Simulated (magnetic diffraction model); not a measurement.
# TbDyCrGe₄ below its ordering temperature

Space group Amm2 (no. 38), a = 4.3170 Å, b = 4.2760 Å, c = 15.6550 Å.

```csv
site,atom,x,y,z
2a,Dy,0,1/2,0.1017
2b,Tb,1/2,0,0.3986
2a,Ge,0,0,0.2512
2b,Ge,1/2,1/2,0.2629
2a,Ge,0,1/2,0.4373
2b,Ge,1/2,0,0.0523
2b,Cr,1/2,0,0.2057
```

This is a made-up structure (elements placed in a structure type, unrelaxed), so the numbers test the method and describe no known phase.

Only Dy and Tb are taken to order (form factors of Dy3+ and Tb3+); orders and moment sizes are assumed, and not adapted to the symmetry. Radiation: neutrons of λ = 2.0775 Å (absorption by Dy left out), 5° to 60°; isotropic B of 0.38 Å² (Dy), 0.36 Å² (Tb), 0.55 Å² (Ge) and 0.57 Å² (Cr). Simulated constant-wavelength pattern: nuclear and magnetic terms add, the magnetic one as |2.695 fm × Σ f S⊥ exp(2πi Q·r) exp(−B s²)|², summed over all Q at one angle with the factor 1/(sin²θ cos θ). For collinear order S is the moment m, which repeats by lattice and centring translations R with the sign exp(−2πi k·R). Free-ion form factors, Sears's scattering lengths of 1992, no absorption; a label names one of the reflections at its angle. The strongest nuclear line in the range is 100, and lines under 0.2 are left out.

Above the ordering temperature:

```tsv
2θ (°)	index	I
15.25	(0 0 2)	6.2
27.85	(1 0 0)	0.9
29.17	(0 1 1)	0.6
30.78	(0 0 4)	0.4
31.90	(1 0 2)	6.2
36.61	(0 1 3)	8.3
40.77	(1 1 1)	7.1
41.98	(1 0 4)	3.0
46.61	(1 1 3)	100.0
46.92	(0 0 6)	17.4
48.56	(0 1 5)	13.0
55.44	(1 0 6)	13.5
57.53	(2 0 0)	24.2
58.14	(0 2 0)	23.8
59.89	(2 0 2)	1.0
```

Below it (cell unchanged):

```tsv
2θ (°)	I
15.25	7.8
27.85	1.4
29.17	34.2
30.78	2.8
31.90	39.2
36.61	11.1
40.77	25.5
41.98	7.1
46.61	126.3
46.92	18.2
48.56	20.6
55.44	15.4
56.90	0.3
57.53	29.9
58.14	29.4
59.89	2.0
```

**Question.** Find the propagation vector, then choose among these models:
A. collinear moments along [100], 8.1 μB on Dy and 6.2 μB on Tb; signs + at (0, 1/2, 0.1017), − at (1/2, 0, 0.3986)
B. collinear moments along [100], 8.1 μB on Dy and 6.2 μB on Tb; signs + at (0, 1/2, 0.1017), + at (1/2, 0, 0.3986)
C. collinear moments along [111], 8.1 μB on Dy and 6.2 μB on Tb; signs + at (0, 1/2, 0.1017), + at (1/2, 0, 0.3986)
D. collinear moments along [111], 8.1 μB on Dy and 6.2 μB on Tb; signs + at (0, 1/2, 0.1017), − at (1/2, 0, 0.3986)

No line moves, and magnetic intensity falls on nuclear lines such as the one at 29.17°; new lines at (1 1 5) have whole indices that obey the lattice centring, at places with no nuclear intensity to speak of, so the magnetic cell equals the chemical primitive cell: k = 0.

Magnetic intensity, observed (below minus above) and for each model:

| 2θ (°) | index | observed | A | B | C | D |
| --- | --- | --- | --- | --- | --- | --- |
| 15.25 | (0 0 2) | 1.5 | 105.3 | 11.6 | 1.5 | 13.8 |
| 27.85 | (1 0 0) | 0.6 | <0.2 | <0.2 | 0.6 | 30.3 |
| 29.17 | (0 1 1) | 33.6 | 21.5 | 38.2 | 33.6 | 18.9 |
| 31.90 | (1 0 2) | 33.0 | 1.1 | 10.3 | 33.0 | 3.7 |
| 36.61 | (0 1 3) | 2.8 | 31.5 | 4.6 | 2.8 | 19.3 |
| 40.77 | (1 1 1) | 18.4 | 18.9 | 10.6 | 18.4 | 32.7 |
| 46.61 | (1 1 3) | 26.3 | 3.4 | 22.7 | 26.3 | 3.9 |
| 56.90 | (1 1 5) | 0.3 | 18.6 | 0.5 | 0.3 | 13.6 |

Model C matches.

The structure used: k = (0 0 0), collinear moments along [111], 8.1 μB on Dy and 6.2 μB on Tb; signs + at (0, 1/2, 0.1017), + at (1/2, 0, 0.3986).

[Logs are printed without paths, hosts, clocks, repeated set-up lines and the standing remarks that a program may print on its own settings, such as how far it seeks lower states.]
